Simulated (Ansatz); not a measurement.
# Cr2CO2 MXene monolayer in a perpendicular field

Aim: how the Cr2CO2 MXene monolayer screens a field along its normal, and what the field does to its bands. A positive field points along +c.

Calculated with Ansatz 0.2.0; plane-wave DFT, PBE-D3(BJ), Ansatz PAW.

Most raw output is cut from this account.

**1. Starting point**

The cell holds 5 atoms: 2 O, 2 Cr and 1 C. Cell: a = 2.836 Å, b = 2.836 Å, c = 39.409 Å, α = 90.0°, β = 90.0°, γ = 120.0°. Vacuum lies along c.

**2. Relaxing the slab**

The starting cell is a guess, so the in-plane lattice and the atoms are relaxed first, with the slab cut off from its images along the normal.

input.yaml

```yaml
crystal:
  lattice:
    - [2.835976, 0.0, 0.0]
    - [-1.417988, 2.4560272605, 0.0]
    - [0.0, 0.0, 39.4087888496]
  atoms:
    - { symbol: O, position: [0.3333333333, 0.6666666667, 0.4466008856] }
    - { symbol: Cr, position: [0.6666666667, 0.3333333333, 0.4716053042], spin: 2.0 }
    - { symbol: C, position: [0.0, 0.0, 0.5] }
    - { symbol: Cr, position: [0.3333333333, 0.6666666667, 0.5283946958], spin: 2.0 }
    - { symbol: O, position: [0.6666666667, 0.3333333333, 0.5533991144] }
  periodic: [true, true, false]
magnetization:
  spin_polarized: true
kpoints:
  mp_grid: { grid: [12, 12, 1] }
hamiltonian:
  xc: pbe
  dispersion: d3bj
scf:
  occupations: { method: fermi_dirac, width: 0.05 }
  convergence: { dr2_threshold: 1.0e-09 }
relax:
  f_tol: 0.004
  max_steps: 90
  cell: {}
output:
  write_potential: true
  write_density: true
  volumetric_format: npy
```

On the command line:

```sh
ansatz run input.yaml --threads 2 --pin off --max-ram 3072MiB --backend cpu --events-out ev --progress --plain --runs-dir out
```

Run time: 4 min. Hardware: 2 threads of Arm Neoverse N1, shared host; peak memory 0.68 GiB; 7.7 min of CPU time.

Relaxation path:

```csv
step,energy less that of the first step (eV),largest force component (eV/Å),volume (Å³)
1,0.0000,0.7987,274.49
2,-0.1240,0.6134,271.03
3,-0.1668,0.5662,272.84
4,-0.2329,0.0759,282.21
5,-0.2328,0.0212,282.79
6,-0.2333,0.0087,282.38
7,-0.2335,0.0031,282.14
8*,-0.2402,0.0036,282.14
9,-0.2400,0.0003,282.49
10*,-0.2402,0.0003,282.49
```

Relaxation steps marked * repeat the geometry before them on a plane-wave basis chosen anew for their cell, so energy and pressure can jump there.

Forces are held to the 12 operations that the run works with; a distortion that breaks them can't arise in this run.

```csv
cell as run,before,after,change
a (Å),2.836,2.877,+1.4 %
b (Å),2.836,2.877,+1.4 %
```

The atoms that moved most (Å, along periodic axes as changes of fractional coordinates times the final cell, across vacuum about the mean position):

```csv
atom,dx,dy,dz,length
Cr4,0.000,0.000,0.159,0.159
Cr2,0.000,0.000,-0.159,0.159
O5,0.000,0.000,0.103,0.103
O1,0.000,0.000,-0.103,0.103
```

Final coordinates:

```xyz
5
Lattice="2.8770 0.0000 0.0000 -1.4385 2.4916 0.0000 0.0000 0.0000 39.4088" Properties=species:S:1:pos:R:3
O     0.0000    1.6610   17.4968
Cr    1.4385    0.8305   18.4264
C     0.0000    0.0000   19.7044
Cr    0.0000    1.6610   20.9824
O     1.4385    0.8305   21.9120
```

Numbers from this step:

* energy at zero smearing: -8141.7675 eV
* total moment: 3.969 μB
* site moments: -0.003488, 1.716, -0.2100, 1.716, -0.003488 μB

Site moment by atom:

```csv
atom,site moment (μB)
O1,0.00
Cr2,1.72
C3,-0.21
Cr4,1.72
O5,0.00
```

The lattice constant a goes from 2.836 to 2.877 Å.

**3. Atoms held, field 0**

A sawtooth potential applies the field, turning back in the middle of the vacuum. With the dipole correction the typed value is the field outside the slab. The induced dipole is small, so the SCF threshold is tight.

The cell differs from the one that the last finished run ended in (c 39.409 → 22.415 Å).

input.yaml

```yaml
crystal:
  lattice:
    - [2.8770016997, 0.0, 0.0]
    - [-1.4385008498, 2.4915565586, 0.0]
    - [0.0, 0.0, 22.4151337426]
  atoms:
    - { symbol: O, position: [0.3333333333, 0.6666666667, 0.4015144457] }
    - { symbol: Cr, position: [0.6666666667, 0.3333333333, 0.4429866798], spin: 1.72 }
    - { symbol: C, position: [0.0, 0.0, 0.5], spin: -0.21 }
    - { symbol: Cr, position: [0.3333333333, 0.6666666667, 0.5570133202], spin: 1.72 }
    - { symbol: O, position: [0.6666666667, 0.3333333333, 0.5984855543] }
magnetization:
  spin_polarized: true
kpoints:
  mp_grid: { grid: [18, 18, 1] }
  band_path:
    path: [[0, 0, 0], [0.5, 0, 0], [0.33333333, 0.33333333, 0], [0, 0, 0]]
    npoints: 16
hamiltonian:
  xc: pbe
  dispersion: d3bj
scf:
  occupations: { method: fermi_dirac, width: 0.02585 }
  convergence: { dr2_threshold: 1.0e-10 }
efield:
  axis: 3
  dipole_correction: true
  ramp_position: 0.97
  ramp_width: 0.06
  amplitude: 0
output:
  dos: { projected: true, e_range: [-6, 5] }
  write_potential: true
  write_density: true
  volumetric_format: npy
  elf: true
```

Elapsed: 90 s, on 2 threads; peak memory 0.63 GiB; 2.9 min of CPU time.

Numbers from this step:

```
energy at zero smearing   : -8141.7677 eV
total moment              : 3.992 μB
site moments              : -8.27e-4, 1.723, -0.2103, 1.723, -8.27e-4 μB
work function, upper face : 6.220 eV
dipole along the normal   : -3.04e-6 e·Å
```

Running mean over a fixed 2.5 Å (it still follows the layers) of the planar mean; the ramp of the sawtooth is left out. The electron's electrostatic potential energy less the Fermi level by z:

```csv
z (Å),electron's electrostatic potential energy less the Fermi level (eV)
3.0,6.22
3.5,6.22
4.0,6.22
4.5,6.22
5.0,6.22
5.5,6.22
6.0,6.21
6.5,6.19
7.0,6.02
7.5,4.80
8.0,1.83
8.5,-2.03
9.0,-5.92
9.5,-8.79
10.0,-10.7
10.5,-10.8
11.0,-10.2
11.5,-10.2
12.0,-10.9
12.5,-10.5
13.0,-8.39
13.5,-5.29
14.0,-1.36
14.5,2.44
15.0,5.13
15.5,6.07
16.0,6.20
16.5,6.22
17.0,6.22
17.5,6.22
18.0,6.22
18.5,6.22
19.0,6.22
```

The density of states has structure finer than the step of the table below, so its rows give means over 0.25 eV, whole bins alone (the curve runs from -6 to 1.99 eV). Peaks (eV: height): total -5.670: 8.14, -4.700: 13.0, -4.480: 9.15, -0.680: 8.72, 0.310: 8.13, 1.360: 11.6, 1.500: 12.0; up -5.750: 6.47, -5.200: 7.63, -5.090: 5.49, -0.870: 5.45, -0.680: 8.63, 0.310: 7.19, 1.500: 10.2; down -5.670: 6.60, -4.700: 8.88, -4.480: 7.72, -4.430: 6.58, 1.200: 5.56, 1.360: 9.85, 1.910: 7.04.

Table of density of states by energy, zero at the Fermi level; means over each step; values in states/eV a cell:

```csv
energy (eV),total,up,down
-5.75,5.50,3.07,2.44
-5.50,4.13,1.47,2.66
-5.25,5.14,3.54,1.60
-5.00,5.20,3.25,1.95
-4.75,8.00,2.89,5.11
-4.50,4.92,1.57,3.35
-4.25,2.31,1.29,1.02
-4.00,2.31,1.06,1.25
-3.75,1.50,0.679,0.820
-3.50,2.66,1.13,1.52
-3.25,2.44,1.07,1.37
-3.00,2.47,1.50,0.970
-2.75,3.30,2.00,1.30
-2.50,2.68,0.992,1.69
-2.25,1.75,0.532,1.22
-2.00,1.17,0.415,0.752
-1.75,0.793,0.243,0.550
-1.50,2.34,1.61,0.731
-1.25,3.32,3.05,0.267
-1.00,3.23,3.08,0.145
-0.75,4.88,4.78,0.102
-0.50,1.78,1.74,0.0460
-0.25,1.59,1.59,0
0.00,2.56,2.41,0.158
0.25,4.26,3.38,0.883
0.50,5.09,2.98,2.11
0.75,1.31,0.316,0.998
1.00,1.61,0,1.61
1.25,4.90,0.205,4.69
1.50,5.69,3.48,2.22
1.75,2.75,1.28,1.47
```

Projected DOS per atom over height of the atomic layer and energy from the Fermi level. Layers: O Cr C Cr O from below.

Ten even steps from '0' (0.06 states/eV) to '9' (2.29 states/eV), each cell a mean:
```
06060
18081
05050
02020
16361
03130
02020
06060
04040
13131
00000
01210
11311
11311
11211
11111
21112
51015
93139
64146
42324
63336
```
Columns: height of the atomic layer (Å) from 9 to 13.4 (not evenly spaced); rows upwards: energy from the Fermi level (eV) from -5.96 to 1.96.

Projected DOS per atom, spin up over height of the atomic layer and energy from the Fermi level. Layers: O Cr C Cr O from below.

Values in states/eV, 22 rows by 5 columns, each cell a mean:
```
0.12 0.23 0.05 0.23 0.12
0.38 0.77 0.05 0.77 0.38
0.00 0.00 0.00 0.00 0.00
0.12 0.23 0.18 0.23 0.12
0.30 0.92 0.69 0.92 0.30
0.20 0.72 0.42 0.72 0.20
0.10 0.67 0.11 0.67 0.10
0.26 1.53 0.12 1.53 0.26
0.20 0.98 0.10 0.98 0.20
0.23 0.86 0.13 0.86 0.23
0.03 0.10 0.04 0.10 0.03
0.05 0.15 0.08 0.15 0.05
0.16 0.28 0.31 0.28 0.16
0.29 0.35 0.49 0.35 0.29
0.19 0.21 0.28 0.21 0.19
0.22 0.18 0.24 0.18 0.22
0.21 0.24 0.17 0.24 0.21
0.34 0.25 0.15 0.25 0.34
0.87 0.30 0.10 0.30 0.87
1.06 0.76 0.25 0.76 1.06
0.38 0.38 0.22 0.38 0.38
0.58 0.47 0.59 0.47 0.58
```
Columns: height of the atomic layer (Å) from 9 to 13.4 (not evenly spaced); rows upwards: energy from the Fermi level (eV) from -5.96 to 1.96.

Projected DOS per atom, spin down over height of the atomic layer and energy from the Fermi level. Layers: O Cr C Cr O from below.

Values in states/eV, 22 rows by 5 columns, each cell a mean:
```
0.11 1.32 0.15 1.32 0.11
0.10 1.29 0.08 1.29 0.10
0.09 1.27 0.06 1.27 0.09
0.06 0.48 0.06 0.48 0.06
0.12 0.60 0.06 0.60 0.12
0.03 0.09 0.00 0.09 0.03
0.00 0.00 0.01 0.00 0.00
0.01 0.01 0.04 0.01 0.01
0.03 0.02 0.07 0.02 0.03
0.12 0.06 0.25 0.06 0.12
0.09 0.09 0.22 0.09 0.09
0.15 0.16 0.48 0.16 0.15
0.27 0.16 0.61 0.16 0.27
0.19 0.13 0.40 0.13 0.19
0.31 0.18 0.42 0.18 0.31
0.25 0.14 0.20 0.14 0.25
0.33 0.16 0.18 0.16 0.33
0.85 0.18 0.10 0.18 0.85
1.42 0.64 0.33 0.64 1.42
0.41 0.25 0.17 0.25 0.41
0.65 0.33 0.66 0.33 0.65
0.84 0.32 0.19 0.32 0.84
```
Columns: height of the atomic layer (Å) from 9 to 13.4 (not evenly spaced); rows upwards: energy from the Fermi level (eV) from -5.96 to 1.96.

Deep bands are left out, so band numbers here count from the lowest band kept and differ from the log's. The electronic bands at the labelled points (eV, zero at the Fermi level; # counts the bands kept):

```csv
point,up #12,up #13,up #14,up #15,down #8,down #9,down #10,down #11
Γ,-0.37,-0.37,-0.31,0.33,-0.39,-0.39,0.40,0.40
halfway,-0.68,0.14,0.31,0.66,-1.91,-1.87,0.35,1.03
M,-0.65,-0.56,-0.44,0.30,-2.57,-2.10,0.04,1.12
halfway,-0.71,-0.42,0.05,0.31,-3.11,-2.81,0.62,1.15
K,-1.03,-0.12,0.32,0.32,-3.38,-3.38,0.86,1.32
halfway,-0.64,-0.08,0.42,0.56,-2.71,-2.12,0.52,1.29
Γ,-0.37,-0.37,-0.31,0.33,-0.39,-0.39,0.40,0.40
```

Spin density in the ca plane at fractional y = 0.333, with atoms of Cr and O within 0.2 Å of it.

Ten even steps from '0' (0.0 e/Å³) to '9' (2.6 e/Å³), each cell a mean:
```
00000000000000000000110000000000000000000000
00000000000000000002652000000000000000000000
00000000000000000004993000000000000000000000
00000000000000000002541000000000000000000000
00000000000000000000110000000000000000000000
00000000000000000000000000000000000000000000
00000000000000000000000000000000000000000000
00000000000000000000000000000000000000000000
```
Columns run along c (16.0 Å, from fractional 0.11 to 0.83 of the cell), rows up along a (2.9 Å). Atoms in or near the plane, at fractional coordinates: Cr at (0.44, 0.67), O at (0.60, 0.67).

ELF in the ca plane at fractional y = 0.333, with atoms of Cr and O within 0.2 Å of it. It is the smooth field of the valence electrons, not physical close to the nuclei.

Ten even steps from '0' (0.00) to '9' (0.91), each cell a mean:
```
00000000000000001212442243113788641000000000
00000000000000000016985111126778863000000000
00000000000000000027996211037648963100000000
00000000000000000115884122126878862000000000
00000000000000002322332354112677631000000000
00000000000000024663113675211122100000000000
00000000000000125775225776212100000000000000
00000000000000024653113675211233200000000000
```
Columns run along c (16.0 Å, from fractional 0.11 to 0.83 of the cell), rows up along a (2.9 Å). Atoms in or near the plane, at fractional coordinates: Cr at (0.44, 0.67), O at (0.60, 0.67).

Valence density in the ca plane at fractional y = 0.333, with atoms of Cr and O within 0.2 Å of it. It is the smooth field of the valence electrons, not physical close to the nuclei.

Ten steps, logarithmic in the rise over the least value, from '0' (0 e/Å³) to '9' (19 e/Å³), each cell a mean:
```
00000000000000000000124553221123443100000000
00000000000000000000137985211124675200000000
00000000000000000000148995211125776300000000
00000000000000000000136874211124665200000000
00000000000000000001123542222223342100000000
00000000000000000001222222222222211000000000
00000000000000000001232112233332110000000000
00000000000000000001222222222222221000000000
```
Columns run along c (16.0 Å, from fractional 0.07 to 0.78 of the cell), rows up along a (2.9 Å). Atoms in or near the plane, at fractional coordinates: Cr at (0.44, 0.67), O at (0.60, 0.67).

The work function of the upper face is 6.22 eV.

**4. Atoms held, field 0.1 V/Å**

Changes to input.yaml since step 3:

```diff
@@ -27,7 +27,6 @@
   dipole_correction: true
-  ramp_position: 0.97
-  ramp_width: 0.06
-  amplitude: 0
+  ramp_position: 0.9268
+  ramp_width: 0.1463
+  amplitude: 0.1
 output:
-  dos: { projected: true, e_range: [-6, 5] }
   write_potential: true
@@ -35,2 +34 @@
   volumetric_format: npy
-  elf: true
```

Wall time 90 s (2 threads); peak memory 0.63 GiB; 2.9 min of CPU time.

The dipole is 0.0218 e·Å.

**5. Atoms held, field -0.1 V/Å**

Changes to input.yaml since step 4:

```diff
@@ -29,3 +29,3 @@
   ramp_width: 0.1463
-  amplitude: 0.1
+  amplitude: -0.1
 output:
```

Run time: 90 s. Hardware: 2 threads; peak memory 0.63 GiB; 2.9 min of CPU time.

The dipole is -0.0218 e·Å.

**6. Response, atoms held**

This step: plane-wave DFT, PBE-D3(BJ), Ansatz PAW; response to a field along the normal, atoms held (Ansatz 0.2.0).

The dipoles give the slope, and the difference of two potentials shows where the field is screened.

Numbers from this step:

```
equivalent conductor thickness p/(ε₀AE) : 5.500 Å
distance between the outer atoms        : 4.415 Å
```

Dipole of the cell against applied field:

```csv
applied field (V/Å),dipole of the cell (e·Å)
-0.1000,-0.0218
0.0000,-3.0e-6
0.1000,0.0218
```

The total moment stays at 3.99 μB for applied field from -0.1 to 0.1 V/Å.

Local field over the applied field, running mean. From the potentials at -0.1 and 0.1 V/Å; running mean over 2.5 Å. Table of local field over applied field by z:

z (Å), local field over applied field and a bar:
```
      4.5      1.000 ##############################
      5.0      1.000 ##############################
      5.5      0.998 ##############################
      6.0      0.993 ##############################
      6.5      0.977 #############################
      7.0      0.927 ############################
      7.5      0.816 ########################
      8.0      0.659 ####################
      8.5      0.479 ##############
      9.0      0.302 #########
      9.5      0.154 ####
     10.0      0.067 ##
     10.5      0.028 
     11.0      0.016 
     11.5      0.017 
     12.0      0.033 #
     12.5      0.078 ##
     13.0      0.174 #####
     13.5      0.331 ##########
     14.0      0.510 ###############
     14.5      0.688 #####################
     15.0      0.839 #########################
     15.5      0.939 ############################
     16.0      0.981 #############################
     16.5      0.995 ##############################
     17.0      0.999 ##############################
     17.5      1.000 ##############################
     18.0      1.000 ##############################
```

Electrons, planar mean, per unit field. Table of induced electron density by z:

```csv
z (Å),induced electron density (e/Å³ per V/Å)
4.5,4.1e-7
5.0,1.6e-6
5.5,6.2e-6
6.0,2.3e-5
6.5,8.8e-5
7.0,3.1e-4
7.5,0.00102
8.0,0.00275
8.5,0.00386
9.0,0.00153
9.5,7.0e-4
10.0,5.2e-4
10.5,1.3e-4
11.0,-1.5e-4
11.5,1.8e-4
12.0,-1.0e-4
12.5,-5.2e-4
13.0,-0.00120
13.5,-0.00160
14.0,-0.00396
14.5,-0.00237
15.0,-8.4e-4
15.5,-2.5e-4
16.0,-7.0e-5
16.5,-1.9e-5
17.0,-4.8e-6
17.5,-1.3e-6
18.0,-3.5e-7
```

By hand: between -0.1 and 0.1 V/Å the dipole changes by 0.04358 e·Å, a slope of 0.2179 e·Å²/V. A perfect conductor of thickness t has p = ε₀AEt, so t = 180.95 × 0.2179 / 7.168 = 5.50 Å (e/ε₀ = 180.95 V·Å, A in Å²).

The induced dipole is that of a conductor 5.50 Å thick.

**7. Summary of results**

```json
{
 "gap without field": "none",
 "work function, upper face": "6.22 eV",
 "equivalent conductor thickness, atoms held": "5.50 Å"
}
```

The induced dipole equals that of a perfect conductor 5.50 Å thick, while the outer atoms lie 4.42 Å apart. There is no gap over 0.03 eV, with or without the field. For an open d or f shell that can be the fault of a semilocal functional without a Hubbard term. The magnetic order is the one reached from the typed start; other orders were not compared. The MXene's terminations sit over the metal atoms of its far layer; the site over carbon or nitrogen, which some compounds prefer, was not run.

[Logs are printed without paths, hosts, clocks, repeated set-up lines and the standing remarks that a program may print on its own settings, such as how far it seeks lower states.]

[Hosts, paths, dates, database ids (printed as entryN), source tags and the programs' standing remarks are cut or masked in the printed files.]

[Maps of the electrostatic potential energy from Ansatz leave out the sawtooth potential of an applied field or a dipole correction, so their vacuum need not be flat; planar profiles and work functions include it.]
